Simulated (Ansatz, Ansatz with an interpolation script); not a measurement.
Planning a run of Ansatz 0.2.0 on SiO2 (Cristobalite). The input:

```yaml
crystal:
  lattice:
    - [4.982, 0.0, 0.0]
    - [0.0, 4.982, 0.0]
    - [0.0, 0.0, 6.963]
  atoms:
    - { symbol: Si, position: [0.29897, 0.29897, 0.0] }
    - { symbol: Si, position: [0.20103, 0.79897, 0.25] }
    - { symbol: Si, position: [0.70103, 0.70103, 0.5] }
    - { symbol: Si, position: [0.79897, 0.20103, 0.75] }
    - { symbol: O, position: [0.23989, 0.10347, 0.17813] }
    - { symbol: O, position: [0.39653, 0.73989, 0.42813] }
    - { symbol: O, position: [0.76011, 0.89653, 0.67813] }
    - { symbol: O, position: [0.60347, 0.26011, 0.92813] }
    - { symbol: O, position: [0.73989, 0.39653, 0.57187] }
    - { symbol: O, position: [0.89653, 0.76011, 0.32187] }
    - { symbol: O, position: [0.26011, 0.60347, 0.07187] }
    - { symbol: O, position: [0.10347, 0.23989, 0.82187] }
kpoints:
  mp_grid: { grid: [4, 4, 2] }
hamiltonian:
  xc: lda
  pseudopotentials: { kind: paw, azcp: { folder: soft_1 }, xc_functional: pbe }
scf:
  occupations: { method: fixed }
gw:
  n_empty_bands: 720
  ecut_chi: 150.0
  qp_bands: [v16, c2]
  screening: { model: godby_needs }
```

The database entry behind the starting cell lists a temperature of 340 K, so it need not match the best structure at ambient conditions.

```sh
ansatz run input.yaml --threads 3 --pin off --max-ram 92160MiB --backend cuda --events-out ev --progress --plain --runs-dir out --devices 1 --max-vram 13GiB
```

**Question.** Estimate wall time and host memory on 1 × NVIDIA H100 80GB HBM3 (shared by 6 runs) with 3 threads of AMD EPYC 7R13 (Zen 3), shared host.

It took 2.2 min; on shared hardware allow 65 s to 4.3 min. Peak host memory was 3.7 GiB. The sizes that set the cost: 3387 plane waves a state, 12 irreducible k points, 752 bands summed, 697 plane waves in the screening and 8 SCF cycles.

The screening grows as filled bands × empty bands × pairs of k points, times the square of the screening basis for the matrix.

[Paths, hosts, dates, memory and timing lines, banners, echoed tables and standing remarks are left out of the program output.]

[Logs are printed without paths, hosts, clocks, repeated set-up lines and the standing remarks that a program may print on its own settings, such as how far it seeks lower states.]

[Runs of the session that timed out or met a known fault of the program may be left out.]

[Hosts, paths, dates, database ids (printed as entryN), source tags and the programs' standing remarks are cut or masked in the printed files.]
